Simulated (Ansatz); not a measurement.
# SiO2 (P4_2/mnm): zone-centre modes under pressure

Wanted: Grüneisen parameters and pressure coefficients of the modes of SiO2 (P4_2/mnm).

Main program and level: Ansatz 0.2.0; DFT PBE, scalar-relativistic, plane waves, PAW; PAW set soft_1.

### 1. Set-up

The structure is tetragonal, space group P4_2/mnm (No. 136). Conventional cell: a = 4.233 Å, b = 4.233 Å, c = 2.693 Å, α = 90.00°, β = 90.00°, γ = 90.00°. Nearest to O lie 3 Si at 1.78 to 1.84 Å. Nearest to Si lie 6 O at 1.78 to 1.84 Å. Farther neighbours and most contacts between anions are not listed.

Coordinates:

```cif
data_structure
_symmetry_space_group_name_H-M 'P4_2/mnm'
_symmetry_Int_Tables_number 136
_cell_length_a 4.2332
_cell_length_b 4.2332
_cell_length_c 2.6935
_cell_angle_alpha 90.000
_cell_angle_beta 90.000
_cell_angle_gamma 90.000
_cell_volume 48.27
loop_
_atom_site_label
_atom_site_type_symbol
_atom_site_symmetry_multiplicity
_atom_site_Wyckoff_symbol
_atom_site_fract_x
_atom_site_fract_y
_atom_site_fract_z
_atom_site_occupancy
O1 O 4 f 0.69316 0.69316 0.00000 1
Si1 Si 2 a 0.50000 0.50000 0.50000 1
```

### 2. Relaxation

The cell and atoms are relaxed, since residual forces and stress would shift the frequencies.

File input.yaml:

```yaml
crystal:
  lattice:
    - [4.233169, 0.0, 0.0]
    - [0.0, 4.233169, 0.0]
    - [0.0, 0.0, 2.693495]
  atoms:
    - { symbol: O, position: [0.693161, 0.693161, 0.0] }
    - { symbol: O, position: [0.193161, 0.806839, 0.5] }
    - { symbol: O, position: [0.306839, 0.306839, 0.0] }
    - { symbol: O, position: [0.806839, 0.193161, 0.5] }
    - { symbol: Si, position: [0.5, 0.5, 0.5] }
    - { symbol: Si, position: [0.0, 0.0, 0.0] }
kpoints:
  mp_grid: { grid: [6, 6, 8] }
hamiltonian:
  xc: pbe
  pseudopotentials: { kind: paw, azcp: { folder: soft_1 } }
scf:
  occupations: { method: gaussian, width: 0.02 }
output:
  forces: true
  stress: true
  eigenvalues: true
  write_density: true
  write_potential: true
  elf: true
  volumetric_format: npy
relax:
  adjacent_minimum: "off"
  f_tol: 0.005
  max_steps: 80
  cell: { stress_tol: 0.05 }
```

The run is started by

```sh
ansatz run input.yaml --threads 4 --pin off --max-ram 16384MiB --backend cpu --events-out ev --progress --plain --runs-dir out
```

Numbers of over 12 decimals in the logs are rounded to 6 here.

The log of the run:

```text
Engine: ansatz 0.2.0, x86_64-unknown-linux-gnu
Pseudopotentials: kind: paw
Pseudopotential: O, paw, valence charge 6, recommended cutoff 420 eV (normal), soft_1/O.paw.azcp
Pseudopotential: Si, paw, valence charge 4, recommended cutoff 420 eV (normal), soft_1/Si.paw.azcp
Functional definition: PBE
  parameter kappa = 0.804
  parameter beta = 0.066725
  exchange = pbe_x(kappa = kappa, mu = beta*pi^2/3)
  correlation = pbe_c(beta = beta)
Crystal: 6 atoms, lattice volume = 48.267 Å³
Basis set: ecut = 420 eV, 961 PW (Γ), exchange–correlation on 60×60×40 points (8 copies of the dense FFT grid, shifted against one another)
Bands: 22, of which v1, the nominal top of the filled ones, is band 16 counted from 1 (15 counted from 0)
Symmetry: 16 space group operations
Space group: P42/mnm (ITA 136), of the structure as read, at distance tolerance 3.6e-5 Å
k-points: 50 of 288
Non-local potential: O, projectors of the file, l = 0: 2, l = 1: 2, l = 2: 1
Non-local potential: Si, projectors of the file, l = 0: 2, l = 1: 2, l = 2: 1
PAW form: soft (Blöchl's): semilocal exchange-correlation on the pseudo side does not see the compensation charge
PAW one-centre angular grid: O, 110 points (default); XC on 64 Gauss nodes
PAW one-centre angular grid: Si, 110 points (default); XC on 64 Gauss nodes
Initial density: superposition of atomic densities (chi_scale 0.1, normalization cell, long waves kept (reshape's long-wave potential 0.00 eV rms))
Initial wavefunctions: pseudopotential atomic-orbital guess
Functional: x = pbe(κ = 0.804, μ = 0.219515), c = pbe(β = 0.066725)
SCF iter   1: F=—  HF=-3549.172595 eV  |F-HF|=—  |Δ(HF+E_count)|=         —  Δρ=1.43e-1  dr2=8.08e0  ethr=3.10e-3  ⟨swp⟩=6.1  Hψ=5903  notcnv=0
preconditioner: auto → none  [insulator: Δε(μ)=6.185 eV  Ē_g=19.159 eV  σ=0.020 eV  W_gap=1.00  n_scr=10 (ndim 8)  ℏωp=30.2 eV  f_vac=0.000  D(μ)=0.00/eV (n_scr^D=0)  ε∞_Penn≈3.5]
SCF iter   2: F=—  HF=-3547.177323 eV  |F-HF|=—  |Δ(HF+E_count)|=    2.00e0  Δρ=6.63e-2  dr2=7.99e-1  ethr=3.10e-3  ⟨swp⟩=3.3  Hψ=2847  notcnv=0  defer=88
SCF iter   3: F=—  HF=-3547.012078 eV  |F-HF|=—  |Δ(HF+E_count)|=   1.65e-1  Δρ=2.35e-2  dr2=9.56e-2  ethr=2.50e-3  ⟨swp⟩=2.4  Hψ=2144  notcnv=0  defer=89
SCF iter   4: F=—  HF=-3547.043302 eV  |F-HF|=—  |Δ(HF+E_count)|=   3.12e-2  Δρ=1.64e-3  dr2=5.50e-4  ethr=2.99e-4  ⟨swp⟩=2.2  Hψ=1339  notcnv=0  defer=89
SCF iter   5: F=—  HF=-3547.043778 eV  |F-HF|=—  |Δ(HF+E_count)|=   4.76e-4  Δρ=2.19e-4  dr2=6.75e-6  ethr=1.72e-6  ⟨swp⟩=2.2  Hψ=1774  notcnv=0  defer=89
SCF iter   6: F=—  HF=-3547.043814 eV  |F-HF|=—  |Δ(HF+E_count)|=   3.60e-5  Δρ=2.56e-5  dr2=2.06e-7  ethr=2.11e-8  ⟨swp⟩=2.0  Hψ=1814  notcnv=0  defer=89
SCF iter   7: F=-3547.043814 eV  HF=-3547.043814 eV  |F-HF|=3.57e-9  |Δ(HF+E_count)|=   1.10e-7  Δρ=4.02e-6  dr2=2.88e-9  ethr=3.13e-10  ⟨swp⟩=14.6  Hψ=8676  notcnv=0
SCF 1 converged in 7 iterations: F = -3547.043814 eV  dr2 = 2.88e-9
  greatest PAW one-centre occupation: 0.858 electrons in one spin orbital (limit 2), on the O atom at site 3 (counted from 0), in its partial waves of l = 0
relax step   1: F+E_penalty+E_count = -3547.04381386 eV  Δ(F+E_penalty+E_count) = +0.000e0 eV  max|allowed force component| = 9.087e-3 eV/Å  Δτ_max = 0.0000 Å  P = -0.199 GPa  Ω = 48.267 Å³  (7 SCF iters, dr2 threshold 1.00e-7 eV, accepted)
Crystal: 6 atoms, lattice volume = 48.258 Å³
Initial density: handed on by an earlier stage of this run
Initial wavefunctions: those handed on with the density
iter 1 solved again at ethr=9.01e-9 eV; its pass at ethr=3.10e-3 eV (dr2=2.88e-6 eV) is discarded
SCF iter   1: F=—  HF=-3547.043888 eV  |F-HF|=—  |Δ(HF+E_count)|=         —  Δρ=1.09e-4  dr2=3.05e-6  ethr=9.01e-9  ⟨swp⟩=3.1  Hψ=6173  notcnv=0
preconditioner: auto → none  [insulator: Δε(μ)=5.041 eV  Ē_g=18.319 eV  σ=0.020 eV  W_gap=1.00  n_scr=10 (ndim 8)  ℏωp=30.2 eV  f_vac=0.000  D(μ)=0.00/eV (n_scr^D=0)  ε∞_Penn≈3.7]
SCF iter   2: F=-3547.043911 eV  HF=-3547.043911 eV  |F-HF|=1.56e-7  |Δ(HF+E_count)|=   2.27e-5  Δρ=4.45e-5  dr2=4.31e-7  ethr=1.87e-9  ⟨swp⟩=7.7  Hψ=7902  notcnv=0
SCF 2 converged in 2 iterations: F = -3547.043911 eV  dr2 = 4.31e-7
relax step   2: F+E_penalty+E_count = -3547.04391068 eV  Δ(F+E_penalty+E_count) = -9.682e-5 eV  max|allowed force component| = 1.391e-2 eV/Å  Δτ_max = 0.0001 Å  P = -0.124 GPa  Ω = 48.258 Å³  energy of the carried Pulay correction = +3.046e-5 eV  (2 SCF iters, dr2 threshold 6.00e-7 eV, accepted)
Crystal: 6 atoms, lattice volume = 48.247 Å³
iter 1 solved again at ethr=1.11e-7 eV; its pass at ethr=3.10e-3 eV (dr2=3.56e-5 eV) is discarded
SCF iter   1: F=—  HF=-3547.044008 eV  |F-HF|=—  |Δ(HF+E_count)|=         —  Δρ=3.14e-4  dr2=3.81e-5  ethr=1.11e-7  ⟨swp⟩=2.4  Hψ=5810  notcnv=0
preconditioner: auto → none  [insulator: Δε(μ)=5.053 eV  Ē_g=18.325 eV  σ=0.020 eV  W_gap=1.00  n_scr=10 (ndim 8)  ℏωp=30.2 eV  f_vac=0.000  D(μ)=0.00/eV (n_scr^D=0)  ε∞_Penn≈3.7]
SCF iter   2: F=—  HF=-3547.044021 eV  |F-HF|=—  |Δ(HF+E_count)|=   1.33e-5  Δρ=1.21e-4  dr2=3.93e-6  ethr=1.11e-7  ⟨swp⟩=2.4  Hψ=1833  notcnv=0
SCF iter   3: F=-3547.044020 eV  HF=-3547.044020 eV  |F-HF|=1.54e-7  |Δ(HF+E_count)|=   7.85e-7  Δρ=3.73e-5  dr2=3.32e-7  ethr=1.06e-9  ⟨swp⟩=7.7  Hψ=7848  notcnv=0
SCF 3 converged in 3 iterations: F = -3547.044020 eV  dr2 = 3.32e-7
relax step   3: F+E_penalty+E_count = -3547.04401996 eV  Δ(F+E_penalty+E_count) = -1.093e-4 eV  max|allowed force component| = 1.993e-3 eV/Å  Δτ_max = 0.0007 Å  P = +0.056 GPa  Ω = 48.247 Å³  energy of the carried Pulay correction = +6.821e-5 eV  (3 SCF iters, dr2 threshold 3.38e-7 eV, accepted)
[...]
relax step   4: F+E_penalty+E_count = -3547.04395786 eV  Δ(F+E_penalty+E_count) = +6.210e-5 eV  max|allowed force component| = 1.078e-3 eV/Å  Δτ_max = 0.0002 Å  P = -0.033 GPa  Ω = 48.266 Å³  energy of the carried Pulay correction = +2.991e-6 eV  (4 SCF iters, dr2 threshold 1.03e-8 eV, accepted)
[...]
relax step   5: F+E_penalty+E_count = -3547.04412293 eV  Δ(F+E_penalty+E_count) = -1.651e-4 eV  max|allowed force component| = 1.090e-3 eV/Å  Δτ_max = 0.0000 Å  P = -0.030 GPa  Ω = 48.266 Å³  stress off target by 6.10e-2 GPa  SCF on the basis re-selected at this cell (its energy is not comparable with the rows above)  (4 SCF iters)
[...]
relax step   6: F+E_penalty+E_count = -3547.04413247 eV  Δ(F+E_penalty+E_count) = -9.538e-6 eV  max|allowed force component| = 3.479e-5 eV/Å  Δτ_max = 0.0001 Å  P = -0.001 GPa  Ω = 48.263 Å³  energy of the carried Pulay correction = +8.532e-6 eV  (3 SCF iters, dr2 threshold 9.31e-9 eV, accepted)
iter 1 solved again at ethr=1.75e-7 eV; its pass at ethr=3.10e-3 eV (dr2=5.61e-5 eV) is discarded
SCF iter   1: F=—  HF=-3547.044240 eV  |F-HF|=—  |Δ(HF+E_count)|=         —  Δρ=6.47e-6  dr2=1.18e-8  ethr=1.75e-7  ⟨swp⟩=3.0  Hψ=9366  notcnv=0
eigensolver tolerance schedule: the retry pair's looser diagonalisation over-reported the residual by 4754.94 of it (diagonalisation noise at 0.37 of the residual, at the tolerance the schedule requests for it); recorded, not acted on — ethr = c·dr2/N_el stays at c = 1.0e-1
SCF iter   2: F=—  HF=-3547.044132 eV  |F-HF|=—  |Δ(HF+E_count)|=   1.08e-4  Δρ=3.95e-6  dr2=3.91e-9  ethr=3.69e-11  ⟨swp⟩=3.0  Hψ=2487  notcnv=0
SCF iter   3: F=—  HF=-3547.044132 eV  |F-HF|=—  |Δ(HF+E_count)|=  5.49e-10  Δρ=2.09e-6  dr2=6.97e-10  ethr=1.22e-11  ⟨swp⟩=2.8  Hψ=1836  notcnv=0
SCF iter   4: F=—  HF=-3547.044132 eV  |F-HF|=—  |Δ(HF+E_count)|=  2.49e-10  Δρ=5.87e-7  dr2=9.75e-11  ethr=2.18e-12  ⟨swp⟩=2.9  Hψ=2198  notcnv=0
SCF iter   5: F=-3547.044132 eV  HF=-3547.044132 eV  |F-HF|=2.27e-12  |Δ(HF+E_count)|=  5.46e-12  Δρ=2.11e-7  dr2=1.24e-11  ethr=1.00e-12  ⟨swp⟩=6.1  Hψ=4986  notcnv=0
SCF 7 converged in 5 iterations: F = -3547.044132 eV  dr2 = 1.24e-11
relax step   7: F+E_penalty+E_count = -3547.04413248 eV  Δ(F+E_penalty+E_count) = -2.200e-9 eV  max|allowed force component| = 2.416e-5 eV/Å  Δτ_max = 0.0000 Å  P = -0.001 GPa  Ω = 48.263 Å³  stress off target by 1.95e-3 GPa  SCF on the basis re-selected at this cell (its energy is not comparable with the rows above)  (5 SCF iters)
basis re-selected at this cell: Δ(F+E_penalty+E_count) = -2.200e-9 eV, ΔP = +0.000 GPa vs the last step (what re-selecting the basis moved, of the pressure what is left beyond the Pulay correction that the steps carried, after the strain that the cell walked since its last selection, with what the two solves' SCF thresholds leave and, on support functions, any second-order correction that the steps lacked; it is no m [...]
SCF converged after 5 iterations
Free energy (F): -3547.044132 eV
Harris-Foulkes:  -3547.044132 eV  (|F-HF|=2.27e-12)
Internal energy: -3547.044132 eV  (E = F + TS)
E sigma→0 (E₀):  -3547.044132 eV
Fermi energy:    12.484241 eV
--- Per-component energies (eV) ---
  E_band       = 51.727539
  E_kinetic    = 783.472234
  E_local      = -1229.552108  (includes V_loc(G=0)·N_el)
  E_nonlocal   = 249.021885
  E_hartree    = 449.430704
  E_xc         = -404.322834
  E_vxc        = -468.610909  (∫ρ·V_xc dr)
  E_paw        = -1677.690817  (= ΣΔE_a)
  E_vpaw       = -181.468143  (= ΣTr[D̂ρ^β])
  E_aug_tail   = 0.003233  (compensation charges beyond the density's cutoff)
  E_ewald      = -1717.406430
  E_smearing   = -0.000000  (= −TS)
  E_closure    = 0.000000  (closes the sum)
  Σ components = -3547.044132   (vs F -3547.044132, Δ=0.00e0)
--- Forces (eV/Å), atoms counted from 1 ---
  atom   1  O     -0.00002416    -0.00002416    -0.00000000
  atom   2  O     -0.00002416     0.00002416    -0.00000000
  atom   3  O      0.00002416     0.00002416     0.00000000
  atom   4  O      0.00002416    -0.00002416     0.00000000
  atom   5  Si    -0.00000000     0.00000000     0.00000000
  atom   6  Si    -0.00000000     0.00000000     0.00000000
  max |Σ_I F_I| component: 1.73e-18 eV/Å
--- Stress (GPa, compression-positive) ---
       -0.000020      -0.000000      -0.000000
        0.000000      -0.000020       0.000000
       -0.000000       0.000000      -0.001948
  P = ⅓ Tr σ = -0.0007 GPa (-0.007 kbar)
--- Band table (eV; the first three rows and the last of 50) ---
  k-point 0: bands = [... 12 lower, 7.4625, 9.1071, 9.1071, 9.9587, 15.0098, 16.6014, 18.2798, 18.2798, ... 2 higher]
  k-point 1: bands = [... 12 lower, 6.7310, 8.9657, 8.9657, 9.7866, 15.7570, 17.6384, 19.1408, 19.1408, ... 2 higher]
  k-point 2: bands = [... 12 lower, 5.5997, 8.5144, 8.5144, 9.2349, 16.9695, 19.4992, 19.9852, 20.9311, ... 2 higher]
  k-point 49: bands = [... 12 lower, 8.2303, 8.2303, 8.4906, 8.4906, 16.8043, 16.8043, 20.6590, 20.6590, ... 2 higher]
--- Relaxed structure (5 steps of the walk, 5 accepted, 2 SCFs on fresh bases) ---
  F+E_penalty+E_count = -3547.04413248 eV   max|allowed force component| = 2.416e-5 eV/Å   (the final SCF, on the basis selected at the relaxed cell)
  cell:  # Å, volume = 48.2629 Å³
    - [4.235799, 0, 0]
    - [0, 4.235799, 0]
    - [0, 0, 2.689943]
  atoms:
    - { symbol: O, position: [0.693017, 0.693017, 0] }
    - { symbol: O, position: [0.193017, 0.806983, 0.5] }
    - { symbol: O, position: [0.306983, 0.306983, 0] }
    - { symbol: O, position: [0.806983, 0.193017, 0.5] }
    - { symbol: Si, position: [0.500000, 0.500000, 0.5] }
    - { symbol: Si, position: [0, 0, 0] }
```

Run time: 6 s. Hardware: 4 threads of Intel Xeon Platinum 8259CL at 2.50GHz (Skylake/Cascade Lake), shared host; peak memory 0.43 GiB.

Step by step:

```
step  energy less that of the first step (eV)  largest force component (eV/Å)  pressure (GPa)  volume (Å³)
   1                                   0.0000                          0.0091           -0.20        48.27
   2                                  -0.0001                          0.0139           -0.12        48.26
   3                                  -0.0002                          0.0020            0.06        48.25
   4                                  -0.0001                          0.0011           -0.03        48.27
  5*                                  -0.0003                          0.0011           -0.03        48.27
   6                                  -0.0003                          0.0000            0.00        48.26
  7*                                  -0.0003                          0.0000            0.00        48.26
```

Relaxation steps marked * repeat the geometry before them on a plane-wave basis chosen anew for their cell, so energy and pressure can jump there.

Forces are held to the 16 operations that the run works with; a distortion that breaks them can't arise in this run.

```
conventional cell, symmetrised  before  after  change
                         a (Å)   4.233  4.236  +0.1 %
                         b (Å)   4.233  4.236  +0.1 %
                         c (Å)   2.693  2.690  -0.1 %
              volume (Å³/atom)    8.04   8.04  -0.0 %
```

The relaxed structure:

```xyz
6
Lattice="4.2358 0.0000 0.0000 0.0000 4.2358 0.0000 0.0000 0.0000 2.6899" Properties=species:S:1:pos:R:3 pbc="T T T"
O     2.9355    2.9355    0.0000
O     0.8176    3.4182    1.3450
O     1.3003    1.3003    0.0000
O     3.4182    0.8176    1.3450
Si    2.1179    2.1179    1.3450
Si    0.0000    0.0000    0.0000
```

A gap read on the k-mesh alone can miss the band edges.

This step gave:

```
pressure          : -6.63e-4 GPa
gap on the k-mesh : 5.051 eV
volume per atom   : 8.044 Å³
```

ELF in the ab plane at fractional z = 0.000, with atoms of O and Si within 0.2 Å of it. It is the smooth field of the valence electrons, not physical close to the nuclei.

Ten even steps from '_' (0.02) to '@' (0.85), each cell a mean:
```
::......______..--==++++--::
........______==%%@@@@@@##--
......______::%%@@@@@@@@@@++
..__________--%%@@++++@@@@++
____________::##%%++++@@@@==
______........==##%%@@@@%%--
____==****==::::==##%%%%==..
__==%%@@@@%%**::..::--::____
..**@@@@**##%%==..__________
::**@@##--**@@**..__________
::**@@@@##@@@@**..______....
::**@@@@@@@@%%==______......
..--********==________......
--..::::::..________......::
```
Columns run along a (4.2 Å), rows up along b (4.2 Å). Atoms in or near the plane, at fractional coordinates: O at (0.69, 0.69), O at (0.31, 0.31), Si at (0.00, 0.00).

Electrostatic potential energy in the ab plane at fractional z = 0.000, with atoms of O and Si within 0.2 Å of it. With pseudopotentials it is smooth inside the atoms' cores, unlike the true potential.

Ten even steps from '_' (-30 eV) to '@' (15 eV), each cell a mean:
```
==..::##%%@@@@@@@@@@%%++..::
....++##@@@@@@@@@@####**--..
++**##%%@@@@@@@@++::..==**++
%%%%%%@@@@@@@@##::____..##%%
@@@@@@@@@@@@%%##::____::##@@
@@@@@@@@@@%%%%%%==::::++@@@@
@@@@@@@@%%%%%%%%%%####@@@@@@
@@@@@@++--==##%%%%%%@@@@@@@@
@@@@**..____==%%%%@@@@@@@@@@
%%%%++______--%%@@@@@@@@@@%%
**##++..__..++@@@@@@@@%%####
::--**++++**@@@@@@@@%%##++::
::..--##%%@@@@@@@@@@%%**....
##::::**%%@@@@@@@@@@%%++..==
```
Columns run along a (4.2 Å; values clipped at the 3rd and 97th percentile), rows up along b (4.2 Å). Atoms in or near the plane, at fractional coordinates: O at (0.69, 0.69), O at (0.31, 0.31), Si at (0.00, 0.00).

Valence density in the ab plane at fractional z = 0.000, with atoms of O and Si within 0.2 Å of it. It is the smooth field of the valence electrons, not physical close to the nuclei.

Ten even steps from '_' (0.1 e/Å³) to '@' (8.1 e/Å³), each cell a mean:
```
____________________________
__________________....______
________________::====::____
______________..--%%%%==..__
______________..--%%%%==..__
________________..----::____
__________________....______
______..::::..______________
____..==##++::______________
____::**@@##::______________
____..==**==..______________
______..::..________________
____________________________
____________________________
```
Columns run along a (4.2 Å), rows up along b (4.2 Å). Atoms in or near the plane, at fractional coordinates: O at (0.69, 0.69), O at (0.31, 0.31), Si at (0.00, 0.00).

In this step the volume went from 8.04 to 8.04 Å³/atom.

### 3. Tight relaxation

Phonons need small forces and stress, so the relaxation is finished with tight tolerances on 8×8×8 k points.

File input.yaml:

```yaml
crystal:
  lattice:
    - [4.2357990584, 0.0, 0.0]
    - [0.0, 4.2357990584, 0.0]
    - [0.0, 0.0, 2.6899428354]
  atoms:
    - { symbol: O, position: [0.6930172911, 0.6930172911, 0.0] }
    - { symbol: O, position: [0.1930172911, 0.8069827089, 0.5] }
    - { symbol: O, position: [0.3069827089, 0.3069827089, 0.0] }
    - { symbol: O, position: [0.8069827089, 0.1930172911, 0.5] }
    - { symbol: Si, position: [0.5, 0.5, 0.5] }
    - { symbol: Si, position: [0.0, 0.0, 0.0] }
kpoints:
  mp_grid: { grid: [8, 8, 8] }
hamiltonian:
  xc: pbe
  pseudopotentials: { kind: paw, azcp: { folder: soft_1 } }
scf:
  occupations: { method: fixed }
output:
  forces: true
  stress: true
  eigenvalues: true
relax:
  adjacent_minimum: "off"
  f_tol: 0.001
  max_steps: 60
  cell: { stress_tol: 0.01 }
```

The log of the run:

```text
[...]
Crystal: 6 atoms, lattice volume = 48.263 Å³
Basis set: ecut = 420 eV, 961 PW (Γ), exchange–correlation on 60×60×36 points (8 copies of the dense FFT grid, shifted against one another)
Bands: 22, of which v1, the nominal top of the filled ones, is band 16 counted from 1 (15 counted from 0)
Symmetry: 16 space group operations
[...]
k-points: 75 of 512
[...]
cell:  # Å, volume = 48.2629 Å³
    - [4.2357990584, 0.0, 0.0]
    - [0.0, 4.2357990584, 0.0]
    - [0.0, 0.0, 2.6899428354]
  atoms:
    - { symbol: O, position: [0.693017, 0.693017, 0.0] }
    - { symbol: O, position: [0.1930172911, 0.8069827089, 0.5] }
    - { symbol: O, position: [0.3069827089, 0.3069827089, 0.0] }
    - { symbol: O, position: [0.8069827089, 0.1930172911, 0.5] }
    - { symbol: Si, position: [0.5, 0.5, 0.5] }
    - { symbol: Si, position: [0.0, 0.0, 0.0] }
[key lines of the parts left out:]
SCF converged after 7 iterations
Free energy (F): -3547.044051 eV
Fermi energy:    9.958653 eV
P = ⅓ Tr σ = -0.0013 GPa (-0.013 kbar)
```

The job ended after 2.7 s (4 threads; peak memory 0.43 GiB).

Little changed from the start: no atom moved by 0.005 Å and no cell edge by 0.1 %.

Numbers from this step:

```
pressure : -0.001273 GPa
```

The largest force component left is 0.034 meV/Å and the pressure is -0.001 GPa, within the tolerances set. The cell now holds 8.04 Å³/atom.

(Part 1 of 4 ends here.)

[Logs are printed without paths, hosts, clocks, repeated set-up lines and the standing remarks that a program may print on its own settings, such as how far it seeks lower states.]

[Hosts, paths, dates, database ids (printed as entryN), source tags and the programs' standing remarks are cut or masked in the printed files.]
